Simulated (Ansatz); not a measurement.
Planning a run of Ansatz 0.2.0 on CsSnI3 (Pm-3m). The input:

```yaml
crystal:
  lattice:
    - [6.286228, 0.0, 0.0]
    - [0.0, 6.286228, 0.0]
    - [0.0, 0.0, 6.286228]
  atoms:
    - { symbol: Cs, position: [0.5, 0.5, 0.5] }
    - { symbol: Sn, position: [0.0, 0.0, 0.0] }
    - { symbol: I, position: [0.5, 0.0, 0.0] }
    - { symbol: I, position: [0.0, 0.0, 0.5] }
    - { symbol: I, position: [0.0, 0.5, 0.0] }
kpoints:
  mp_grid: { grid: [4, 4, 4] }
hamiltonian:
  xc: pbe
  pseudopotentials: { kind: paw, azcp: { folder: soft_1 } }
scf:
  occupations: { method: fixed }
gw:
  n_empty_bands: 1036
  ecut_chi: 150.0
  qp_bands: [v2, c2]
  qp_kpoints: band_edges
  screening: { model: contour_deformation }
```

```sh
ansatz run input.yaml --threads 2 --pin off --max-ram 92160MiB --backend cuda --events-out ev --progress --plain --runs-dir out --devices 1 --max-vram 13GiB
```

Question: Estimate wall time and host memory on 1 × NVIDIA H100 80GB HBM3 (shared by 6 runs) with 2 threads of AMD EPYC 7R13 (Zen 3), shared host.

It took 95 s; on shared hardware allow 47 s to 3.2 min. Peak host memory was 4.3 GiB. The sizes that set the cost: 4945 plane waves a state, 10 irreducible k points, 1073 bands summed, 1021 plane waves in the screening and 9 SCF cycles.

The screening grows as filled bands × empty bands × pairs of k points, times the square of the screening basis for the matrix.

[Paths, hosts, dates, memory and timing lines, banners, echoed tables and standing remarks are left out of the program output.]

[Logs are printed without paths, hosts, clocks, repeated set-up lines and the standing remarks that a program may print on its own settings, such as how far it seeks lower states.]

[Runs of the session that timed out or met a known fault of the program may be left out.]

[Cells called generated may have been cut or substituted from an entry of the Crystallography Open Database or the Materials Project.]

[Hosts, paths, dates, database ids (printed as entryN), source tags and the programs' standing remarks are cut or masked in the printed files.]
